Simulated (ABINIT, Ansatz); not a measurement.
**CsGeCl3 (R3m): one start, several treatments of the self-energy**

Symmetry: R3m, No. 160, trigonal system. The conventional cell has a = 7.694 Å, b = 7.694 Å, c = 9.535 Å, α = 90.00°, β = 90.00°, γ = 120.00°. Cs has 12 Cl at 3.86 to 3.90 Å nearest. Nearest to Ge lie 3 Cl at 2.37 Å. Cl has 2 Ge at 2.37 to 3.10 Å and 4 Cs at 3.86 to 3.90 Å nearest. Farther neighbours, and contacts between anions beyond the nearest, are not listed.

```
Cs Ge Cl
1.0
     3.84682    2.22096    3.17830
    -3.84682    2.22096    3.17830
     0.00000   -4.44192    3.17830
Cs Ge Cl
1 1 3
Direct
  0.99840 0.99840 0.99840
  0.51553 0.51553 0.51553
  0.49671 0.49671 0.94864
  0.49671 0.94864 0.49671
  0.94864 0.49671 0.49671
```

* method: RPA screening on LDA, plane waves, norm-conserving pseudopotentials (and 3 further levels or steps)
* program: ABINIT 10.8.3
* settings: cutoff 56 Ha, PseudoDojo scalar-relativistic 0.4.1 stringent, norm-conserving, potential set dojo-sr-lda-0.4.1-stringent, ngkpt (2, 2, 2), nband 224, ecuteps 5.2 Ha, inclvkb 2, shiftk (0, 0, 0), symchi 1, awtr 1, frequency ppm, 2×2×2 k-mesh
* notes: The program’s warnings: nproc spkpt=  >= nkpt= * nsppol=. The cell and positions are those that the Materials Project relaxed with its own functionals (PBE, PBE+U or r2SCAN), kept fixed. Limits: no spin-orbit coupling. The 2×2×2 mesh is coarse for this cell, which bears on the long-range parts of exchange and screening.
* G0W0, Godby-Needs plasmon pole: 3.640 eV
* G0W0, Engel-Farid plasmon pole: 3.720 eV
* G0W0, von der Linden-Horsch plasmon pole: 3.780 eV
* one-shot Hartree-Fock: 8.723 eV
* known limits: short of the basis limit; no spin-orbit coupling; coarse k mesh

G0W0, Engel-Farid plasmon pole: +0.080 eV against G0W0, Godby-Needs plasmon pole. G0W0, von der Linden-Horsch plasmon pole: +0.140 eV against G0W0, Godby-Needs plasmon pole.

[Long decimals in the printed logs are rounded to 6 places.]

[Logs are printed without paths, hosts, clocks, repeated set-up lines and the standing remarks that a program may print on its own settings, such as how far it seeks lower states.]

[Paths, hosts, dates, memory and timing lines, banners, echoed tables and standing remarks are left out of the program output; an Ansatz launch command may be rebuilt from the run's recorded settings. Measured values are a selection of at most five: reports struck by readers or far from the other reports are left out. None is set beside runs whose start may be inverted or whose files or cutoffs have a known fault.]

[Runs of the session that timed out or met a known fault of the program may be left out.]

[Hosts, paths, dates, database ids (printed as entryN), source tags and the programs' standing remarks are cut or masked in the printed files.]

[G0W0 gaps are taken among the corrected bands and points alone; a level outside them can change the order at an edge.]

[Where Ansatz stands beside ABINIT at settings called matched, ABINIT's density can come from a denser mesh and the files from another edition; pairs whose starting gaps differed by over 0.03 eV were left out, so agreement reads better than it is.]
